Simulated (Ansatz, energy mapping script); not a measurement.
# Spin model of TlCrCl3 in a distorted perovskite structure from collinear orders (octahedra turned by 18°)

Aim: the exchange couplings of TlCrCl3 in a distorted perovskite structure from the energies of a few collinear orders, and the ordering temperature that they give.

Method: PBEsol with U = 3.32 eV on Cr d, ortho-atomic projectors; plane waves, U on orthogonalised atomic orbitals unless named otherwise, collinear spin, no spin–orbit coupling, in Ansatz 0.2.0.

## 1. Set-up

The structure is tetragonal, space group P4/mbm (No. 127). The conventional cell has a = 6.604 Å, b = 6.604 Å, c = 4.910 Å, α = 90.00°, β = 90.00°, γ = 90.00°. Nearest to Tl lie 4 Cl at 2.92 Å. Cr has 6 Cl at 2.45 Å nearest. Nearest to Cl lie 2 Cr at 2.45 Å. Nearest to Cl lie 2 Cr at 2.45 Å and 2 Tl at 2.92 Å. perovskite prototype, lattice guessed from radii. Farther neighbours and most contacts between anions are not listed.

This cell was built for the study (perovskite prototype, lattice guessed from radii), not taken from an experiment; the compound need not form in this structure.

The parent cell was relaxed beforehand in Ansatz under PBEsol with U = 3.15 eV on Cr d, ortho-atomic projectors, from parallel moments.

This cell differs from the relaxed one by: octahedra turned by 18°. The bonds from the magnetic cation to the anions keep their length, so the cell shrinks in the plane.

The U corrects the self-interaction that lets semilocal functionals spread d and f electrons too far. Its value here is typed, not computed.

## 2. One set of occupation matrices for all orders

A corrected shell can settle in several orbital fillings. One parallel run, with an occupation width a fifth wider than the orders use, therefore is to supply the occupation matrices.

input.yaml reads:

```yaml
crystal:
  lattice:
    - [4.6694366824, 4.6694366824, 0.0]
    - [-4.6694366824, 4.6694366824, 0.0]
    - [0.0, 0.0, 4.90973628]
  atoms:
    - { symbol: Tl, position: [0.0, 0.5, 0.5] }
    - { symbol: Tl, position: [0.5, 0.0, 0.5] }
    - { symbol: Cr, position: [0.0, 0.0, 0.0], spin: 3.0 }
    - { symbol: Cr, position: [0.5, 0.5, 0.0], spin: 3.0 }
    - { symbol: Cl, position: [0.0, 0.0, 0.5] }
    - { symbol: Cl, position: [0.5, 0.5, 0.5] }
    - { symbol: Cl, position: [0.331229924, 0.168770076, 0.0] }
    - { symbol: Cl, position: [0.668770076, 0.831229924, 0.0] }
    - { symbol: Cl, position: [0.168770076, 0.668770076, 0.0] }
    - { symbol: Cl, position: [0.831229924, 0.331229924, 0.0] }
magnetization:
  spin_polarized: true
kpoints:
  mp_grid: { grid: [6, 6, 8] }
hamiltonian:
  xc: pbesol
  hubbard:
    sites: [{ species: Cr, l: d, u_eff: 3.32 }]
    projectors: ortho-atomic
scf:
  occupations: { method: fermi_dirac, width: 0.06 }
output:
  eigenvalues: true
```

On the command line:

```
$ ansatz run input.yaml --threads 4 --pin off --max-ram 8192MiB --backend cpu --events-out ev --progress --plain --runs-dir out
```

Numbers of over 12 decimals in the logs are rounded to 6 here.

The program printed:

```text
Engine: ansatz 0.2.0, aarch64-unknown-linux-gnu
Pseudopotentials: kind: paw
Pseudopotential: Tl, paw, valence charge 13, recommended cutoff 420 eV (normal), Tl.paw.azcp
Pseudopotential: Cr, paw, valence charge 14, recommended cutoff 420 eV (normal), Cr.paw.azcp
Pseudopotential: Cl, paw, valence charge 7, recommended cutoff 420 eV (normal), Cl.paw.azcp
Functional definition: PBEsol
  exchange = pbesol_x
  correlation = pbesol_c
Crystal: 10 atoms, lattice volume = 214.100 Å³
Basis set: ecut = 420 eV, 4169 PW (Γ)
Bands: 62, of which v1, the nominal top of the filled ones, is band 48 counted from 1 (47 counted from 0)
Symmetry: 16 space group operations
Space group: P4/mbm (ITA 127), of the structure as read, at distance tolerance 6.0e-5 Å
Magnetic group: BNS 127.387 (UNI 1047), of the structure as read, at distance tolerance 6.0e-5 Å
k-points: 50 of 288
Non-local potential: Tl, projectors of the file, l = 0: 2, l = 1: 2, l = 2: 2, l = 3: 1
Non-local potential: Cr, projectors of the file, l = 0: 3, l = 1: 2, l = 2: 3, l = 3: 1
Non-local potential: Cl, projectors of the file, l = 0: 2, l = 1: 2, l = 2: 2
PAW form: soft (Blöchl's): semilocal exchange-correlation on the pseudo side does not see the compensation charge
PAW frozen core: Tl, regenerated for the run's functional, and the local potential with it (the file was generated under x = pbe(κ = 0.804, μ = 0.219515), c = pbe(β = 0.066725))
PAW frozen core: Cr, regenerated for the run's functional, and the local potential with it (the file was generated under x = pbe(κ = 0.804, μ = 0.219515), c = pbe(β = 0.066725))
PAW frozen core: Cl, regenerated for the run's functional, and the local potential with it (the file was generated under x = pbe(κ = 0.804, μ = 0.219515), c = pbe(β = 0.066725))
PAW one-centre angular grid: Tl, 590 points (default); XC on 64 Gauss nodes
PAW one-centre angular grid: Cr, 590 points (default); XC on 64 Gauss nodes
PAW one-centre angular grid: Cl, 110 points (default); XC on 64 Gauss nodes
Initial density: superposition of atomic densities (chi_scale 0.1, normalization cell, long waves kept (reshape's long-wave potential 0.02 eV rms))
Starting moments: Σ|m| = 6 μB on 2 of 10 sites
Initial wavefunctions: pseudopotential atomic-orbital guess
Functional: x = pbesol(κ = 0.804, μ = 0.123457), c = pbesol(β = 0.046)
SCF iter   1: F=—  HF=-35661.478228 eV  |F-HF|=—  |Δ(HF+E_count)|=         —  Δρ=5.17e-2 (↑5.17e-2 ↓2.46e-2)  dr2=1.04e1  dr2_m=1.56e0  M=8.000 μB ∫|m|=8.532 μB  β_m=1.00  ethr=3.10e-3  ⟨swp⟩=6.6  Hψ=22763  notcnv=0  defer=15
preconditioner: auto → Kerker (q_TF=auto, 2.387 Å⁻¹)  [metal: Δε(μ)=0.029 eV  Ē_g=11.028 eV  σ=0.060 eV  W_gap=0.12  n_scr=46 (ndim 8)  ℏωp=22.7 eV  f_vac=0.000  D(μ)=2.76/eV (n_scr^D=10)]
spin=Collinear: Kerker preconditioning applied to the charge; magnetization (m = ρ↑ − ρ↓) channel mixes plain (no charge-response kernel on spin).
SCF iter   2: F=—  HF=-35660.267796 eV  |F-HF|=—  |Δ(HF+E_count)|=    1.21e0  Δρ=1.51e-2 (↑1.51e-2 ↓1.41e-2)  dr2=3.18e0  dr2_m=1.91e-2  M=8.000 μB ∫|m|=8.641 μB  β_m=1.00  ethr=3.10e-3  ⟨swp⟩=2.5  Hψ=11932  notcnv=0  defer=481
SCF iter   3: F=—  HF=-35660.085715 eV  |F-HF|=—  |Δ(HF+E_count)|=   1.82e-1  Δρ=8.53e-3 (↑8.53e-3 ↓6.59e-3)  dr2=9.43e-1  dr2_m=1.09e-2  M=8.000 μB ∫|m|=8.597 μB  β_m=0.30  ethr=3.10e-3  ⟨swp⟩=2.5  Hψ=10112  notcnv=0  defer=481
SCF iter   4: F=—  HF=-35660.080892 eV  |F-HF|=—  |Δ(HF+E_count)|=   4.82e-3  Δρ=4.22e-3 (↑4.22e-3 ↓4.04e-3)  dr2=2.02e-1  dr2_m=2.28e-3  M=8.000 μB ∫|m|=8.577 μB  β_m=0.30  ethr=9.82e-4  ⟨swp⟩=3.0  Hψ=12134  notcnv=0  defer=490
SCF iter   5: F=—  HF=-35660.140334 eV  |F-HF|=—  |Δ(HF+E_count)|=   5.94e-2  Δρ=2.20e-3 (↑2.20e-3 ↓2.03e-3)  dr2=4.73e-2  dr2_m=7.61e-4  M=8.000 μB ∫|m|=8.604 μB  β_m=1.00  ethr=2.10e-4  ⟨swp⟩=3.0  Hψ=9687  notcnv=0  defer=486
SCF iter   6: F=—  HF=-35660.180733 eV  |F-HF|=—  |Δ(HF+E_count)|=   4.04e-2  Δρ=1.36e-3 (↑1.36e-3 ↓1.26e-3)  dr2=1.00e-2  dr2_m=4.43e-5  M=8.000 μB ∫|m|=8.607 μB  β_m=1.00  ethr=4.93e-5  ⟨swp⟩=2.9  Hψ=11365  notcnv=0  defer=498
SCF iter   7: F=—  HF=-35660.216065 eV  |F-HF|=—  |Δ(HF+E_count)|=   3.53e-2  Δρ=8.75e-4 (↑8.75e-4 ↓4.07e-4)  dr2=4.34e-3  dr2_m=1.97e-4  M=8.000 μB ∫|m|=8.600 μB  β_m=0.30  ethr=1.04e-5  ⟨swp⟩=2.0  Hψ=11042  notcnv=0  defer=498
Mixer restart at iter 7: flushing history
spin-set hold released at iteration 7 (site moments contracting): the magnetisation degrees of freedom join the quasi-Newton model from the next iteration; the mixer history was flushed
SCF iter   8: F=—  HF=-35660.230779 eV  |F-HF|=—  |Δ(HF+E_count)|=   1.47e-2  Δρ=3.59e-4 (↑3.59e-4 ↓3.18e-4)  dr2=2.09e-3  dr2_m=1.19e-5  M=8.000 μB ∫|m|=8.603 μB  β_m=0.64  ethr=4.52e-6  ⟨swp⟩=2.0  Hψ=8652  notcnv=0  defer=498
SCF iter   9: F=—  HF=-35660.246202 eV  |F-HF|=—  |Δ(HF+E_count)|=   1.54e-2  Δρ=4.29e-4 (↑4.29e-4 ↓1.86e-4)  dr2=1.40e-3  dr2_m=4.82e-5  M=8.000 μB ∫|m|=8.599 μB  β_m=0.60  ethr=2.18e-6  ⟨swp⟩=2.2  Hψ=9351  notcnv=0  defer=498
[...]
SCF 1 converged in 17 iterations: F = -35660.246175 eV  dr2 = 1.28e-8
[...]
Starting moments: Σ|m| = 6 μB on 2 of 10 sites; this step starts from the density that it was given
[...]
spin=Collinear: Kerker preconditioning applied to the charge; magnetization (m = ρ↑ − ρ↓) channel mixes plain (no charge-response kernel on spin).
[...]
SCF 2 converged in 6 iterations: F = -35660.246175 eV  dr2 = 2.54e-9
[...]
Symmetry: 8 space group operations
k-points: 65 of 288
[...]
spin=Collinear: Kerker preconditioning applied to the charge; magnetization (m = ρ↑ − ρ↓) channel mixes plain (no charge-response kernel on spin).
[...]
SCF 3 converged in 6 iterations: F = -35660.246175 eV  dr2 = 1.24e-9
an SCF from another whole filling of 2 corrected shells (2 electrons), with the run's symmetry operations kept, reached no lower state that the run goes on to. This is no proof of a minimum. Whole fillings of corrected shells: 2 of 2 tried, 0 with no close
k-points: 80 of 288
[...]
spin=Collinear: Kerker preconditioning applied to the charge; magnetization (m = ρ↑ − ρ↓) channel mixes plain (no charge-response kernel on spin).
```

Elapsed: 6.8 min, on 4 threads of Arm Neoverse V2, shared host; peak memory 4.4 GiB.

The run was stopped unfinished when the time set aside for it ran out, so what it printed is not taken as a result.

No matrices came of it, so the orders below start without them.

## 3. Order 1: parallel, cell A of 10 atoms

The parallel order is the zero of energy for this cell and mesh.

input.yaml reads:

```yaml
crystal:
  lattice:
    - [0.0, 0.0, 4.90973628]
    - [4.6694366824, 4.6694366824, 0.0]
    - [-4.6694366824, 4.6694366824, 0.0]
  atoms:
    - { symbol: Tl, position: [0.5, 0.0, 0.5] }
    - { symbol: Tl, position: [0.5, 0.5, 0.0] }
    - { symbol: Cr, position: [0.0, 0.0, 0.0], spin: 3.0 }
    - { symbol: Cr, position: [0.0, 0.5, 0.5], spin: 3.0 }
    - { symbol: Cl, position: [0.5, 0.0, 0.0] }
    - { symbol: Cl, position: [0.5, 0.5, 0.5] }
    - { symbol: Cl, position: [0.0, 0.331229924, 0.168770076] }
    - { symbol: Cl, position: [0.0, 0.668770076, 0.831229924] }
    - { symbol: Cl, position: [0.0, 0.168770076, 0.668770076] }
    - { symbol: Cl, position: [0.0, 0.831229924, 0.331229924] }
magnetization:
  spin_polarized: true
kpoints:
  mp_grid: { grid: [8, 5, 5] }
hamiltonian:
  xc: pbesol
  hubbard:
    sites: [{ species: Cr, l: d, u_eff: 3.32 }]
    projectors: ortho-atomic
scf:
  occupations: { method: fermi_dirac, width: 0.05 }
output:
  eigenvalues: true
```

The program printed:

```text
[...]
Crystal: 10 atoms, lattice volume = 214.100 Å³
Basis set: ecut = 420 eV, 4169 PW (Γ)
Bands: 62, of which v1, the nominal top of the filled ones, is band 48 counted from 1 (47 counted from 0)
[... 1 set-up line as in the run before ...]
[...]
k-points: 30 of 200
[...]
Starting moments: Σ|m| = 6 μB on 2 of 10 sites
[...]
SCF iter   1: F=—  HF=-35661.480334 eV  |F-HF|=—  |Δ(HF+E_count)|=         —  Δρ=5.17e-2 (↑5.17e-2 ↓2.47e-2)  dr2=1.04e1  dr2_m=1.55e0  M=8.000 μB ∫|m|=8.533 μB  β_m=1.00  ethr=3.10e-3  ⟨swp⟩=6.5  Hψ=13693  notcnv=0  defer=10
[...]
SCF iter  15: F=-35660.247412 eV  HF=-35660.247412 eV  |F-HF|=3.19e-9  |Δ(HF+E_count)|=   4.19e-8  Δρ=2.08e-6 (↑2.08e-6 ↓5.52e-7)  dr2=6.46e-9  dr2_m=2.05e-9  M=8.000 μB ∫|m|=8.606 μB  ethr=1.01e-10  ⟨swp⟩=1.0  Hψ=9415  notcnv=0
SCF 1 converged in 15 iterations: F = -35660.247412 eV  dr2 = 6.46e-9
[...]
SCF iter   1: F=—  HF=-35659.956075 eV  |F-HF|=—  |Δ(HF+E_count)|=         —  Δρ=2.46e-2 (↑2.46e-2 ↓1.37e-6)  dr2=6.63e-1  dr2_m=2.97e-1  M=8.000 μB ∫|m|=8.204 μB  ethr=1.04e-6  ⟨swp⟩=1.0  Hψ=25790  notcnv=0
[...]
SCF iter   6: F=-35660.247412 eV  HF=-35660.247412 eV  |F-HF|=1.67e-9  |Δ(HF+E_count)|=    0.00e0  Δρ=6.81e-7 (↑6.81e-7 ↓3.66e-7)  dr2=1.68e-9  dr2_m=1.25e-10  M=8.000 μB ∫|m|=8.606 μB  ethr=1.76e-12  ⟨swp⟩=1.0  Hψ=11762  notcnv=0
SCF 2 converged in 6 iterations: F = -35660.247412 eV  dr2 = 1.68e-9
[... 1 set-up line as in the run before ...]
k-points: 45 of 200
SCF iter   1: F=—  HF=-35659.947551 eV  |F-HF|=—  |Δ(HF+E_count)|=         —  Δρ=2.49e-2 (↑2.49e-2 ↓1.40e-6)  dr2=6.97e-1  dr2_m=3.04e-1  M=8.000 μB ∫|m|=8.218 μB  ethr=1.04e-6  ⟨swp⟩=1.0  Hψ=38676  notcnv=0
[...]
SCF iter   6: F=-35660.247412 eV  HF=-35660.247412 eV  |F-HF|=2.02e-9  |Δ(HF+E_count)|=  1.46e-11  Δρ=5.44e-7 (↑5.44e-7 ↓4.80e-7)  dr2=2.16e-9  dr2_m=2.44e-11  M=8.000 μB ∫|m|=8.606 μB  ethr=2.27e-12  ⟨swp⟩=1.0  Hψ=17445  notcnv=0
SCF 3 converged in 6 iterations: F = -35660.247412 eV  dr2 = 2.16e-9
[...]
k-points: 35 of 200
[...]
SCF iter   6: F=-35660.247554 eV  HF=-35660.247554 eV  |F-HF|=9.67e-9  |Δ(HF+E_count)|=  8.00e-11  Δρ=1.57e-6 (↑1.57e-6 ↓3.26e-7)  dr2=1.15e-8  dr2_m=1.11e-9  M=8.000 μB ∫|m|=8.602 μB  ethr=1.20e-11  ⟨swp⟩=1.0  Hψ=12281  notcnv=0
SCF 4 converged in 6 iterations: F = -35660.247554 eV  dr2 = 1.15e-8
an SCF along what the orbitals of the run's state read of its open shells (or to have them read: on a GPU, or by another smearing), with 8 of the crystal's symmetry operations given up (35 k-points in place of 30), reached no lower state that the run goes on to. This is no proof of a minimum
[...]
SCF iter   4: F=-35660.247412 eV  HF=-35660.247412 eV  |F-HF|=7.86e-10  |Δ(HF+E_count)|=   1.85e-7  Δρ=6.70e-7 (↑6.70e-7 ↓5.96e-7)  dr2=1.69e-9  dr2_m=3.05e-10  M=8.000 μB ∫|m|=8.605 μB  ethr=1.04e-10  ⟨swp⟩=2.0  Hψ=12922  notcnv=0
[...]
SCF converged after 15 iterations
an eigenvalue changed by more than its tolerance at an iteration that met the thresholds in force, so the SCF went on 1 time: the last check found none over its tolerance
Magnetization: 8.0000 μB (52.0000 up, 44.0000 down)
Absolute magnetization: 8.6006 μB (∫|ρ↑−ρ↓|, with the PAW one-centre terms)
[...]
Per-site moments (μB) at R_I (Å): [(0.00437816, 1.203379), (0.00437816, 1.203379), (3.541802, 1.012633), (3.541802, 1.012633), (-0.021820, 1.01263310775), (-0.021820, 1.01263310775), (-0.034977, 1.012633), (-0.034977, 1.012633), (-0.034977, 1.012633), (-0.034977, 1.012633)]
Free energy (F): -35660.247412 eV
[...]
Internal energy: -35660.233847 eV  (E = F + TS)
E sigma→0 (E₀):  -35660.240629 eV
Entropy (-TS):   -0.013565 eV (-1.357 meV/atom)
Fermi energy:    7.775601 eV
[...]
--- Band table (eV; the first three rows and the last of 60) ---
  k-point 0 ↑: bands = [... 44 lower, 4.8276, 5.2178, 5.2178, 5.7762, 5.9926, 5.9926, 6.5966, 6.7907, ... 10 higher]
  k-point 1 ↑: bands = [... 44 lower, 5.2569, 5.2592, 5.4984, 5.9025, 5.9034, 5.9461, 6.6295, 6.7766, ... 10 higher]
  k-point 2 ↑: bands = [... 44 lower, 5.6034, 5.6139, 5.6768, 5.6897, 5.9003, 6.0427, 6.6860, 6.7395, ... 10 higher]
  k-point 29 ↓: bands = [... 44 lower, 10.3073, 10.3435, 11.1660, 11.2710, 11.7679, 11.8061, 11.8080, 11.9078, ... 10 higher]
Occupation matrices written to <dir>
```

The job ended after 6.3 min (4 threads; peak memory 3.2 GiB; 25 min of CPU time).

Spin moment in the sphere by atom:

```tsv
atom	spin moment in the sphere (μB)
Tl1	0.00
Tl2	0.00
Cr3	3.54
Cr4	3.54
Cl5	-0.02
Cl6	-0.02
Cl7	-0.03
Cl8	-0.03
Cl9	-0.03
Cl10	-0.03
```

The run ends ferromagnetic.

## 4. Order 2: compensated +−, cell A of 10 atoms

Reversing part of the moments probes the couplings between the two sets.

input.yaml: that of step 3 with these lines changed.

```diff
@@ -9,3 +9,3 @@
     - { symbol: Cr, position: [0.0, 0.0, 0.0], spin: 3.0 }
-    - { symbol: Cr, position: [0.0, 0.5, 0.5], spin: 3.0 }
+    - { symbol: Cr, position: [0.0, 0.5, 0.5], spin: -3.0 }
     - { symbol: Cl, position: [0.5, 0.0, 0.0] }
```

The program printed:

```text
[... 8 set-up lines as in the run before ...]
Crystal: 10 atoms, lattice volume = 214.100 Å³
Basis set: ecut = 420 eV, 4169 PW (Γ)
Bands: 62, of which v1, the nominal top of the filled ones, is band 48 counted from 1 (47 counted from 0)
[... 1 set-up line as in the run before ...]
Space group: P4/m (ITA 83), of the structure as read, at distance tolerance 6.0e-5 Å
Magnetic group: BNS 127.393 (UNI 1053), of the structure as read, at distance tolerance 6.0e-5 Å
k-points: 35 of 200
[... 11 set-up lines as in the run before ...]
Starting moments: Σ|m| = 6 μB on 2 of 10 sites
Starting magnetic order: altermagnet, g-wave, planar spin-momentum locking; spin-degenerate planes through Γ normal to [0 0 1], [0 1 -1], [0 1 0], [0 1 1] of the run's lattice
[... 2 set-up lines as in the run before ...]
SCF iter   1: F=—  HF=-35661.129060 eV  |F-HF|=—  |Δ(HF+E_count)|=         —  Δρ=4.00e-2 (↑3.99e-2 ↓4.00e-2)  dr2=1.07e1  dr2_m=1.41e0  M=-0.003 μB ∫|m|=8.320 μB  β_m=1.00  ethr=3.10e-3  ⟨swp⟩=5.9  Hψ=15449  notcnv=0  defer=55
[...]
WARN: an SCF from ferromagnetic starting moments (0.00, 0.00, -3.84, -3.55, 0.00, 0.00, 0.00, 0.00, 0.00, 0.00 Bohr magnetons, atom by atom) was not made, by what the run has read of turns of its moments that order reads lower: the deck asks for what bars it, or types moments that do (magnetization.spin_polarized, in the input reference, names some of the keys), or the run goes by scf.lower_state_search: light, the default, which as a rule tries one only behind a close that has lost an order of both signs, or on which an open d or half-filled 4f shell of a PAW file has lost a moment that was set nearer to Hund's than to what is left; [rest of the remark cut]
SCF converged after 2 iterations
Magnetization: 0.0000 μB (48.0000 up, 48.0000 down)
Absolute magnetization: 8.1523 μB (∫|ρ↑−ρ↓|, with the PAW one-centre terms)
Spin contamination: 4.0450 ħ² per cell (⟨S²⟩ above its minimum at these occupations)
Per-site moments (μB) at R_I (Å): [(-3.8456589032456876e-5, 1.203379), (3.851662025784387e-5, 1.203379), (3.439228, 1.012633), (-3.439231, 1.012633), (0.012332, 1.01263310775), (-0.012333, 1.01263310775), (-0.031816, 1.012633), (-0.031816, 1.012633), (0.031816, 1.012633), (0.031816, 1.012633)]
Free energy (F): -35660.075407 eV
Harris-Foulkes:  -35660.075407 eV  (|F-HF|=1.31e-9)
Internal energy: -35660.075024 eV  (E = F + TS)
E sigma→0 (E₀):  -35660.075216 eV
Entropy (-TS):   -0.000383 eV (-0.038 meV/atom)
Fermi energy:    7.900632 eV
--- Per-component energies (eV) ---
  E_band       = -630.386765
  E_kinetic    = 2320.318036
  E_local      = -7166.305312  (includes V_loc(G=0)·N_el)
  E_nonlocal   = 989.023905
  E_hartree    = 2808.777432
  E_xc         = -1370.905620
  E_vxc        = -1367.385135  (∫ρ·V_xc dr)
  E_hubbard    = 2.058107  (on-site DFT+U / exact-exchange correction)
  E_vhub       = -11.209729  (the Hubbard potential's part of the band-sum identity)
  E_paw        = -26224.523668  (= ΣΔE_a)
  E_vpaw       = -1012.385920  (= ΣTr[D̂ρ^β])
  E_aug_tail   = 0.001307  (compensation charges beyond the density's cutoff)
  E_ewald      = -7019.386334
  E_core_change = 0.867122  (= ΣΔE_core)
  E_smearing   = -0.000383  (= −TS)
  E_closure    = 0.000000  (closes the sum)
  Σ components = -35660.075407   (vs F -35660.075407, Δ=0.00e0)
--- Band table (eV; the first three rows and the last of 130) ---
  k-point 0 ↑: bands = [... 44 lower, 5.2519, 5.4707, 5.4782, 6.2065, 8.1344, 10.6379, 10.8602, 11.1896, ... 10 higher]
  k-point 1 ↑: bands = [... 44 lower, 5.4148, 5.4208, 5.6549, 6.2407, 8.2114, 10.6143, 10.8312, 11.1255, ... 10 higher]
  k-point 2 ↑: bands = [... 44 lower, 5.5187, 5.8482, 5.9125, 6.2728, 8.3277, 10.5287, 10.7624, 10.7869, ... 10 higher]
  k-point 64 ↓: bands = [... 44 lower, 5.7787, 6.6243, 6.8105, 7.5228, 8.8635, 10.7057, 10.7228, 11.1006, ... 10 higher]
Occupation matrices written to <dir>
Error: SIGTERM received: cancelled ahead of the end of the searches for a lower state and the checks behind the self-consistent cycle: the result that stood is reported, with what was made of it, and may lie above the state on which the run would have ended. A resume of <dir> goes on from the state saved last, or from a result that was left at `state.next`, and makes the searches and checks that nothing else bars: give the resume the same folder of runs
Name the folder of runs with --runs-dir
```

Elapsed: 7 min, on 4 threads; peak memory 4.5 GiB.

The run was stopped unfinished when the time set aside for it ran out, so what it printed is not taken as a result.

## 5. Mapping onto a Heisenberg model

Each energy difference is a sum of couplings weighted by the pairs that the order reverses. A few near shells are fitted to the differences by least squares. Energies are those extrapolated to zero occupation width, not the free energies F.

The orders side by side; each is measured from the parallel order in the same cell and on the same mesh:

```tsv
order	atoms	energy (meV a magnetic atom)	moments (μB)	moments kept as typed
parallel	10	0.00	3.54	yes
```

No pair of orders in one cell converged with its signs kept, so no coupling can be fitted.

## 6. Results

| Property | Result |
| --- | --- |
| couplings | not obtained |

In words: Too few runs finished in the time allowed to form a difference.

[Logs and program files are shortened in this print: banners, set-up blocks, solver, clock and traceback lines can be left out without a mark of their own.]

[Logs are printed without paths, hosts, clocks, repeated set-up lines and the standing remarks that a program may print on its own settings, such as how far it seeks lower states.]

[Hosts, paths, dates, database ids (printed as entryN), source tags and the programs' standing remarks are cut or masked in the printed files.]

[Where a cell is said to come from a database of computed structures, the database is the Materials Project.]
